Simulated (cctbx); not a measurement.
# What resolution and counting buy: CaCu2Bi2

Space group I4/mmm (no. 139), a = 4.3770 Å, b = 4.3770 Å, c = 10.8870 Å, α = 90.00°, β = 90.00°, γ = 90.00°.

```csv
atom,mult.,x,y,z,Ueq (Å²)
Bi1,4,0,0,0.3785,0.0041
Cu1,4,1/2,0,1/4,0.0054
Ca1,2,0,0,0,0.0069
```

This is a model crystal, built by substitution and not relaxed, with assumed displacement parameters.

Five simulated data sets (cctbx; Mo Kα, λ = 0.71073 Å; 1.5 % proportional error) differ in resolution or exposure (noise floor 2 counts in the first three, 8 in the last two). Each is refined with the right model, isotropic at 1.1 Å and anisotropic otherwise. How do the figures of merit and the uncertainties move?

| d min (Å) | top counts | ⟨I/σ⟩ (unmerged, absences included) | unique | param. (scale apart) | Rint | R1 | GooF | largest s.u. xyz (fractional) | s.u. U of Ca1 (Å²) | largest error (Å) |
| --- | --- | --- | --- | --- | --- | --- | --- | --- | --- | --- |
| 1.1 | 70000 | 24.5 | 36 | 4 | 0.010 | 0.0042 | 0.98 | 0.00002 | 0.0006 | 0.0003 |
| 0.84 | 70000 | 26.4 | 74 | 7 | 0.012 | 0.0037 | 1.03 | 0.00001 | 0.0003 | 0.0000 |
| 0.6 | 70000 | 22.0 | 182 | 7 | 0.014 | 0.0040 | 0.92 | 0.00001 | 0.0001 | 0.0000 |
| 0.75 | 300 | 1.6 | 100 | 7 | 0.198 | 0.0396 | 0.75 | 0.00017 | 0.0041 | 0.0022 |
| 0.75 | 3000 | 7.4 | 100 | 7 | 0.041 | 0.0098 | 0.76 | 0.00003 | 0.0008 | 0.0003 |

The number of reflections grows roughly as 1/d³: 36, 74 and 182 here. R1 follows the noise rather than the truth: at 300 counts it is 0.0396, at 3000 counts 0.0098, while GooF is 0.75 and 0.76: the weights 1/σ² carry the noise. The s.u. of U (U11 where anisotropic) for Ca1 goes 0.0006, 0.0003, 0.0001 Å² with resolution and 0.0041, 0.0008 Å² with exposure.

Hardware for the 0.6 Å refinement: 0.63 s on 1 thread of Arm Neoverse N1, on a shared host, peak memory 0.09 GiB.

[Logs are printed without paths, hosts, clocks, repeated set-up lines and the standing remarks that a program may print on its own settings, such as how far it seeks lower states.]
